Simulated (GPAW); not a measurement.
# H-GaAs-Cl chair monolayer: work function by functional and basis

Aim: the work function of both faces of H-GaAs-Cl chair monolayer, and its spread over functionals and bases. Where a layer proves gapped, the work function hangs on where the smearing puts the Fermi level, and the band edges take its place.

Main program and level: GPAW 26.7.0; GPAW, PAW setups; layer in a repeated cell with vacuum, relaxation of atoms and in-plane cell, in the first sound run; inputs show where later runs differ.

## 1. Starting point

The cell holds 4 atoms: 1 Cl, 1 As, 1 Ga and 1 H. Cell: a = 3.977 Å, b = 3.977 Å, c = 20.543 Å, α = 90.0°, β = 90.0°, γ = 120.0°. Vacuum lies along c.

## 2. Relaxing the atoms

Forces are removed first; all later runs use this geometry.

Contents of run.py:

```python
import json
import numpy as np
from ase import Atoms
from ase.filters import FrechetCellFilter
from ase.optimize import BFGS
from gpaw import GPAW, PW

slab = Atoms(
    ['Cl', 'As', 'Ga', 'H'],
    positions=[
        [1.98825, 1.14792, 8.00000],
        [1.98825, 1.14792, 10.21000],
        [-0.00000, 2.29583, 11.01333],
        [-0.00000, 2.29583, 12.54333]],
    cell=[[3.9765, 0.0, 0.0], [-1.98825, 3.44375, 0.0], [0.0, 0.0, 20.5433]],
    pbc=[True, True, True])

slab.calc = GPAW(mode=PW(600), xc='PBE', kpts={'size': (9, 9, 1), 'gamma': True},
                 occupations={'name': 'fermi-dirac', 'width': 0.05}, nbands='200%',
                 convergence={'density': 1e-05}, maxiter=200,
                 symmetry={'tolerance': 1e-3}, txt='slab.txt')
result = {}
# The in-plane cell is free; stress needs a cell that repeats along all three vectors
path = []
opt = BFGS(FrechetCellFilter(slab, mask=[1, 1, 0, 0, 0, 1]), maxstep=0.2)
opt.attach(lambda: path.append((slab.get_potential_energy(), slab.positions.tolist(), slab.get_forces().tolist())))
result['relaxed'] = bool(opt.run(fmax=0.02, steps=45))
result['path'] = path
result['cell'] = slab.cell.tolist()
print('in-plane lattice', slab.cell.cellpar().round(4)[[0, 1, 5]])
energy = slab.get_potential_energy()
fermi = slab.calc.get_fermi_level()
v = slab.calc.get_electrostatic_potential().mean((0, 1)) - fermi
n = slab.calc.get_pseudo_density().mean((0, 1))
L = slab.cell[2, 2]
z = np.arange(len(v)) * L / len(v)
low, high = slab.positions[:, 2].min(), slab.positions[:, 2].max()
below, above = np.interp([low - 5.8, high + 5.8], z, v)
slopes = [np.interp(x, z, np.gradient(v, z)) for x in (low - 5.8, high + 5.8)]
eps = np.array([[slab.calc.get_eigenvalues(k, s) for k in range(len(slab.calc.get_ibz_k_points()))]
                for s in range(slab.calc.get_number_of_spins())]) - fermi
top, bottom = eps[eps < 0].max(), eps[eps > 0].min()
dipole = slab.get_dipole_moment()[2]
print(f'energy {energy:.4f} eV, Fermi level {fermi:.4f} eV, dipole {dipole:.5f} e A')
print(f'potential 5.8 A off the faces, from the Fermi level: lower {below:.4f} eV, upper {above:.4f} eV')
print(f'slope of the potential there: lower {slopes[0]:.5f}, upper {slopes[1]:.5f} eV/A')
print(f'nearest levels on the mesh: {top:.4f} and {bottom:.4f} eV')
print('magnetic moment', round(slab.get_magnetic_moment(), 3))
result.update(energy=energy, fermi=fermi, dipole=dipole, below=below, above=above, slopes=slopes, edges=[top, bottom],
              z=z.tolist(), v=v.tolist(), n=n.tolist(), positions=slab.positions.tolist(),
              forces=slab.get_forces(apply_constraint=False).tolist(), moments=slab.get_magnetic_moments().tolist())
json.dump(result, open('result.json', 'w'))
```

Launch:

```console
$ OMP_NUM_THREADS=1 OPENBLAS_NUM_THREADS=1 python run.py
```

Log:

```text
Step          Energy          fmax
BFGS:    0      -13.366979        1.110985
BFGS:    1      -13.400311        0.617342
BFGS:    2      -13.429384        0.418540
BFGS:    3      -13.439208        0.358912
BFGS:    4      -13.457065        0.362222
BFGS:    5      -13.468429        0.348293
BFGS:    6      -13.473560        0.207656
BFGS:    7      -13.474987        0.130232
BFGS:    8      -13.476072        0.156896
BFGS:    9      -13.477839        0.184201
BFGS:   10      -13.479527        0.131435
BFGS:   11      -13.480283        0.044580
BFGS:   12      -13.480398        0.008820
in-plane lattice [  4.1263   4.1263 120.    ]
energy -13.4804 eV, Fermi level -3.0120 eV, dipole 0.06359 e A
potential 5.8 A off the faces, from the Fermi level: lower 5.3744 eV, upper 5.2077 eV
slope of the potential there: lower 0.03810, upper 0.03813 eV/A
nearest levels on the mesh: -0.6228 and 0.5823 eV
magnetic moment 0.0
```

Elapsed: 7.4 min, on 1 thread of Arm Neoverse V1, shared host; peak memory 0.41 GiB.

Numbers from this step:

| Property | Result |
| --- | --- |
| dipole along the normal | 0.06359 e·Å |
| levels nearest the Fermi level on the mesh | -0.6228, 0.5823 eV from the Fermi level |

Electrostatic potential energy of an electron (without an applied field's), less the Fermi level, planar mean against z:

| z (Å) | electrostatic potential energy of an electron (without an applied field's), less the Fermi level, planar mean (eV) |
| --- | --- |
| 0 | 5.29 |
| 1 | 5.33 |
| 2 | 5.37 |
| 3 | 5.40 |
| 4 | 5.44 |
| 5 | 5.48 |
| 6 | 5.50 |
| 7 | 4.72 |
| 8 | -7.87 |
| 9 | 2.67 |
| 10 | -9.52 |
| 11 | -9.45 |
| 12 | 2.35 |
| 13 | 4.19 |
| 14 | 5.00 |
| 15 | 5.08 |
| 16 | 5.12 |
| 17 | 5.16 |
| 18 | 5.19 |
| 19 | 5.23 |
| 20 | 5.27 |

Table of pseudo valence density, planar mean by z:

| z (Å) | pseudo valence density, planar mean (e/Å³) |
| --- | --- |
| 4.5 | 8.6e-6 |
| 5.0 | 4.8e-5 |
| 5.5 | 2.8e-4 |
| 6.0 | 0.00162 |
| 6.5 | 0.00980 |
| 7.0 | 0.0595 |
| 7.5 | 0.247 |
| 8.0 | 0.309 |
| 8.5 | 0.261 |
| 9.0 | 0.124 |
| 9.5 | 0.155 |
| 10.0 | 0.203 |
| 10.5 | 0.296 |
| 11.0 | 0.120 |
| 11.5 | 0.140 |
| 12.0 | 0.0932 |
| 12.5 | 0.0935 |
| 13.0 | 0.0382 |
| 13.5 | 0.00926 |
| 14.0 | 0.00207 |
| 14.5 | 4.6e-4 |
| 15.0 | 9.9e-5 |
| 15.5 | 2.1e-5 |

The relaxation lowered the energy of the cell by 0.113 eV (energies extrapolated to zero smearing; the optimiser's log prints free energies). The largest force left on a free atom is 0.0088 eV/Å.

## 3. The slab's potential

With the geometry fixed, the planar mean of the potential gives the vacuum level on each side.

This step: GPAW, PAW setups; slab in vacuum (GPAW 26.7.0).

run.py, as its differences from that of step 2:

```diff
@@ -3,4 +3,2 @@
 from ase import Atoms
-from ase.filters import FrechetCellFilter
-from ase.optimize import BFGS
 from gpaw import GPAW, PW
@@ -10,22 +8,15 @@
     positions=[
-        [1.98825, 1.14792, 8.00000],
-        [1.98825, 1.14792, 10.21000],
-        [-0.00000, 2.29583, 11.01333],
-        [-0.00000, 2.29583, 12.54333]],
-    cell=[[3.9765, 0.0, 0.0], [-1.98825, 3.44375, 0.0], [0.0, 0.0, 20.5433]],
-    pbc=[True, True, True])
+        [2.06317, 1.19117, 8.00000],
+        [2.06317, 1.19117, 10.19261],
+        [-0.00000, 2.38234, 10.96884],
+        [-0.00000, 2.38234, 12.57093]],
+    cell=[[4.12633, -0.0, 0.0], [-2.06317, 3.57351, 0.0], [0.0, 0.0, 20.5709]],
+    pbc=[True, True, False])
 
-slab.calc = GPAW(mode=PW(600), xc='PBE', kpts={'size': (9, 9, 1), 'gamma': True},
+slab.calc = GPAW(mode=PW(500), xc='PBE', kpts={'size': (9, 9, 1), 'gamma': True},
                  occupations={'name': 'fermi-dirac', 'width': 0.05}, nbands='200%',
                  convergence={'density': 1e-05}, maxiter=200,
+                 poissonsolver={'dipolelayer': 'xy'},
                  symmetry={'tolerance': 1e-3}, txt='slab.txt')
 result = {}
-# The in-plane cell is free; stress needs a cell that repeats along all three vectors
-path = []
-opt = BFGS(FrechetCellFilter(slab, mask=[1, 1, 0, 0, 0, 1]), maxstep=0.2)
-opt.attach(lambda: path.append((slab.get_potential_energy(), slab.positions.tolist(), slab.get_forces().tolist())))
-result['relaxed'] = bool(opt.run(fmax=0.02, steps=45))
-result['path'] = path
-result['cell'] = slab.cell.tolist()
-print('in-plane lattice', slab.cell.cellpar().round(4)[[0, 1, 5]])
 energy = slab.get_potential_energy()
```

Log:

```text
energy -13.4637 eV, Fermi level -3.0081 eV, dipole 0.04854 e A
potential 5.8 A off the faces, from the Fermi level: lower 5.5812 eV, upper 4.9821 eV
slope of the potential there: lower -0.00007, upper -0.00002 eV/A
nearest levels on the mesh: -0.6210 and 0.5805 eV
magnetic moment 0.0
```

Wall time 34 s (1 thread); peak memory 0.27 GiB.

Numbers from this step:

| Quantity | Value |
| --- | --- |
| dipole along the normal | 0.04854 e·Å |
| levels nearest the Fermi level on the mesh | -0.6210, 0.5805 eV from the Fermi level |
| upper work function | 4.982 eV |
| lower work function | 5.581 eV |
| upper ionisation energy | 5.603 eV |

Electrostatic potential energy of an electron (without an applied field's), less the Fermi level, planar mean against z:

z (Å), electrostatic potential energy of an electron (without an applied field's), less the Fermi level, planar mean (eV) and a bar from the least value:
```
      0.0        5.3 #############################
      0.5        5.6 ##############################
      1.0        5.6 ##############################
      1.5        5.6 ##############################
      2.0        5.6 ##############################
      2.5        5.6 ##############################
      3.0        5.6 ##############################
      3.5        5.6 ##############################
      4.0        5.6 ##############################
      4.5        5.6 ##############################
      5.0        5.6 ##############################
      5.5        5.6 ##############################
      6.0        5.6 ##############################
      6.5        5.4 ##############################
      7.0        4.7 #############################
      7.5        0.7 ######################
      8.0       -8.0 #######
      8.5       -0.1 ####################
      9.0        2.7 #########################
      9.5       -0.8 ###################
     10.0       -9.7 ####
     10.5      -11.8 
     11.0       -9.4 ####
     11.5       -2.2 #################
     12.0        2.4 ########################
     12.5        2.8 #########################
     13.0        4.2 ############################
     13.5        4.8 #############################
     14.0        4.9 #############################
     14.5        5.0 #############################
     15.0        5.0 #############################
     15.5        5.0 #############################
     16.0        5.0 #############################
     16.5        5.0 #############################
     17.0        5.0 #############################
     17.5        5.0 #############################
     18.0        5.0 #############################
     18.5        5.0 #############################
     19.0        5.0 #############################
     19.5        5.0 #############################
     20.0        5.0 #############################
```

The pseudo valence density, planar mean by z:

z (Å), pseudo valence density, planar mean (e/Å³) and a bar from the least value:
```
     0.00      0.000 
     0.57      0.000 
     1.14      0.000 
     1.71      0.000 
     2.29      0.000 
     2.67      0.000 
     3.24      0.000 
     3.81      0.000 
     4.38      0.000 
     4.95      0.000 
     5.52      0.000 
     6.10      0.002 
     6.67      0.018 ##
     7.24      0.131 ############
     7.62      0.300 ############################
     8.19      0.320 ##############################
     8.76      0.167 ################
     9.33      0.125 ############
     9.90      0.211 ####################
    10.48      0.304 #############################
    11.05      0.103 ##########
    11.62      0.131 ############
    12.19      0.090 ########
    12.76      0.067 ######
    13.14      0.025 ##
    13.71      0.005 
    14.29      0.001 
    14.86      0.000 
    15.43      0.000 
    16.00      0.000 
    16.57      0.000 
    17.14      0.000 
    17.71      0.000 
    18.09      0.000 
    18.67      0.000 
    19.24      0.000 
    19.81      0.000 
    20.38      0.000
```

The layer is gapped, so the Fermi level lies somewhere inside the gap, set by smearing and numerics, and these work functions are no property of the material; the band edges below the vacuum level are. The potential is flat to 7.0e-5 eV/Å where it is read, so the vacuum is wide enough.

## 4. Self-consistent run: xc = "revPBE"

The same geometry under revPBE, to see how far the functional moves the levels against the vacuum.

run.py, as its differences from that of step 3:

```diff
@@ -15,3 +15,3 @@
 
-slab.calc = GPAW(mode=PW(500), xc='PBE', kpts={'size': (9, 9, 1), 'gamma': True},
+slab.calc = GPAW(mode=PW(500), xc='revPBE', kpts={'size': (9, 9, 1), 'gamma': True},
                  occupations={'name': 'fermi-dirac', 'width': 0.05}, nbands='200%',
```

Log:

```text
energy -12.7459 eV, Fermi level -2.9084 eV, dipole 0.04595 e A
potential 5.8 A off the faces, from the Fermi level: lower 5.4700 eV, upper 4.9029 eV
slope of the potential there: lower -0.00007, upper -0.00002 eV/A
nearest levels on the mesh: -0.6628 and 0.6222 eV
magnetic moment 0.0
```

It took 34 s on 1 thread; peak memory 0.27 GiB.

This step gave:

```
dipole along the normal                    : 0.04595 e·Å
levels nearest the Fermi level on the mesh : -0.6628, 0.6222 eV from the Fermi level
upper work function                        : 4.903 eV
lower work function                        : 5.470 eV
upper ionisation energy                    : 5.566 eV
```

Table of electrostatic potential energy of an electron (without an applied field's), less the Fermi level, planar mean by z:

z (Å), electrostatic potential energy of an electron (without an applied field's), less the Fermi level, planar mean (eV) and a bar from the least value:
```
      0.0        5.2 ##############################
      0.5        5.5 ##############################
      1.0        5.5 ##############################
      1.5        5.5 ##############################
      2.0        5.5 ##############################
      2.5        5.5 ##############################
      3.0        5.5 ##############################
      3.5        5.5 ##############################
      4.0        5.5 ##############################
      4.5        5.5 ##############################
      5.0        5.5 ##############################
      5.5        5.5 ##############################
      6.0        5.4 ##############################
      6.5        5.3 ##############################
      7.0        4.6 #############################
      7.5        0.6 ######################
      8.0       -8.1 #######
      8.5       -0.2 ####################
      9.0        2.5 #########################
      9.5       -0.9 ###################
     10.0       -9.8 ####
     10.5      -11.9 
     11.0       -9.5 ####
     11.5       -2.3 #################
     12.0        2.3 ########################
     12.5        2.7 #########################
     13.0        4.1 ############################
     13.5        4.7 #############################
     14.0        4.9 #############################
     14.5        4.9 #############################
     15.0        4.9 #############################
     15.5        4.9 #############################
     16.0        4.9 #############################
     16.5        4.9 #############################
     17.0        4.9 #############################
     17.5        4.9 #############################
     18.0        4.9 #############################
     18.5        4.9 #############################
     19.0        4.9 #############################
     19.5        4.9 #############################
     20.0        4.9 #############################
```

Pseudo valence density, planar mean against z:

| z (Å) | pseudo valence density, planar mean (e/Å³) |
| --- | --- |
| 4.5 | 8.6e-6 |
| 5.0 | 5.0e-5 |
| 5.5 | 2.8e-4 |
| 6.0 | 0.00172 |
| 6.5 | 0.0102 |
| 7.0 | 0.0623 |
| 7.5 | 0.249 |
| 8.0 | 0.306 |
| 8.5 | 0.258 |
| 9.0 | 0.123 |
| 9.5 | 0.156 |
| 10.0 | 0.203 |
| 10.5 | 0.301 |
| 11.0 | 0.120 |
| 11.5 | 0.137 |
| 12.0 | 0.0921 |
| 12.5 | 0.0918 |
| 13.0 | 0.0382 |
| 13.5 | 0.00906 |
| 14.0 | 0.00207 |
| 14.5 | 4.5e-4 |
| 15.0 | 1.0e-4 |
| 15.5 | 2.3e-5 |

Force by atom:

| atom | x (eV/Å) | y (eV/Å) | z (eV/Å) | size |
| --- | --- | --- | --- | --- |
| Cl1 | 0.000 | 0.000 | -0.113 | 0.113 |
| As2 | 0.000 | 0.000 | 0.003 | 0.003 |
| Ga3 | 0.000 | 0.000 | 0.032 | 0.032 |
| H4 | 0.000 | 0.000 | 0.076 | 0.076 |

The highest filled level lies 0.663 eV under the Fermi level, so the ionisation energy from the upper face is 4.903 + 0.663 = 5.566 eV, against 5.603 eV in the base run.

## 5. Self-consistent run: xc = "LDA"

The same geometry under LDA, to see how far the functional moves the levels against the vacuum.

run.py, as its differences from that of step 4:

```diff
@@ -15,3 +15,3 @@
 
-slab.calc = GPAW(mode=PW(500), xc='revPBE', kpts={'size': (9, 9, 1), 'gamma': True},
+slab.calc = GPAW(mode=PW(500), xc='LDA', kpts={'size': (9, 9, 1), 'gamma': True},
                  occupations={'name': 'fermi-dirac', 'width': 0.05}, nbands='200%',
```

Log:

```text
energy -15.0021 eV, Fermi level -3.2566 eV, dipole 0.05779 e A
potential 5.8 A off the faces, from the Fermi level: lower 5.8555 eV, upper 5.1430 eV
slope of the potential there: lower -0.00007, upper -0.00002 eV/A
nearest levels on the mesh: -0.5293 and 0.4888 eV
magnetic moment 0.0
```

Wall time 34 s (1 thread); peak memory 0.25 GiB.

Numbers from this step:

```
dipole along the normal                    : 0.05779 e·Å
levels nearest the Fermi level on the mesh : -0.5293, 0.4888 eV from the Fermi level
upper work function                        : 5.143 eV
lower work function                        : 5.856 eV
upper ionisation energy                    : 5.672 eV
```

The highest filled level lies 0.529 eV under the Fermi level, so the ionisation energy from the upper face is 5.143 + 0.529 = 5.672 eV, against 5.603 eV in the base run.

## 6. OptPBE vdW: xc = "optPBE-vdW"

The same geometry under optPBE-vdW, to see how far the functional moves the levels against the vacuum (the van der Waals functionals take revPBE setups).

run.py, as its differences from that of step 5:

```diff
@@ -15,3 +15,3 @@
 
-slab.calc = GPAW(mode=PW(500), xc='LDA', kpts={'size': (9, 9, 1), 'gamma': True},
+slab.calc = GPAW(mode=PW(500), xc='optPBE-vdW', kpts={'size': (9, 9, 1), 'gamma': True},
                  occupations={'name': 'fermi-dirac', 'width': 0.05}, nbands='200%',
```

Log:

```text
energy -42.1361 eV, Fermi level -3.1806 eV, dipole 0.04527 e A
potential 5.8 A off the faces, from the Fermi level: lower 5.7801 eV, upper 5.2212 eV
slope of the potential there: lower -0.00007, upper -0.00002 eV/A
nearest levels on the mesh: -0.6205 and 0.5799 eV
magnetic moment 0.0
```

The job ended after 58 s (1 thread; peak memory 0.58 GiB).

This step gave:

* dipole along the normal: 0.04527 e·Å
* levels nearest the Fermi level on the mesh: -0.6205, 0.5799 eV from the Fermi level
* upper work function: 5.221 eV
* lower work function: 5.780 eV
* upper ionisation energy: 5.842 eV

Table of electrostatic potential energy of an electron (without an applied field's), less the Fermi level, planar mean by z:

| z (Å) | electrostatic potential energy of an electron (without an applied field's), less the Fermi level, planar mean (eV) |
| --- | --- |
| 0.0 | 5.50 |
| 0.5 | 5.78 |
| 1.0 | 5.78 |
| 1.5 | 5.78 |
| 2.0 | 5.78 |
| 2.5 | 5.78 |
| 3.0 | 5.78 |
| 3.5 | 5.78 |
| 4.0 | 5.78 |
| 4.5 | 5.78 |
| 5.0 | 5.78 |
| 5.5 | 5.77 |
| 6.0 | 5.75 |
| 6.5 | 5.62 |
| 7.0 | 4.89 |
| 7.5 | 0.826 |
| 8.0 | -7.87 |
| 8.5 | 0.0203 |
| 9.0 | 2.67 |
| 9.5 | -0.764 |
| 10.0 | -9.66 |
| 10.5 | -11.8 |
| 11.0 | -9.36 |
| 11.5 | -2.21 |
| 12.0 | 2.43 |
| 12.5 | 2.93 |
| 13.0 | 4.37 |
| 13.5 | 5.02 |
| 14.0 | 5.17 |
| 14.5 | 5.21 |
| 15.0 | 5.22 |
| 15.5 | 5.22 |
| 16.0 | 5.22 |
| 16.5 | 5.22 |
| 17.0 | 5.22 |
| 17.5 | 5.22 |
| 18.0 | 5.22 |
| 18.5 | 5.22 |
| 19.0 | 5.22 |
| 19.5 | 5.22 |
| 20.0 | 5.22 |

The highest filled level lies 0.621 eV under the Fermi level, so the ionisation energy from the upper face is 5.221 + 0.621 = 5.842 eV, against 5.603 eV in the base run.

(Part 1 of 2 ends here.)

[Logs are printed without paths, hosts, clocks, repeated set-up lines and the standing remarks that a program may print on its own settings, such as how far it seeks lower states.]

[Hosts, paths, dates, database ids (printed as entryN), source tags and the programs' standing remarks are cut or masked in the printed files.]
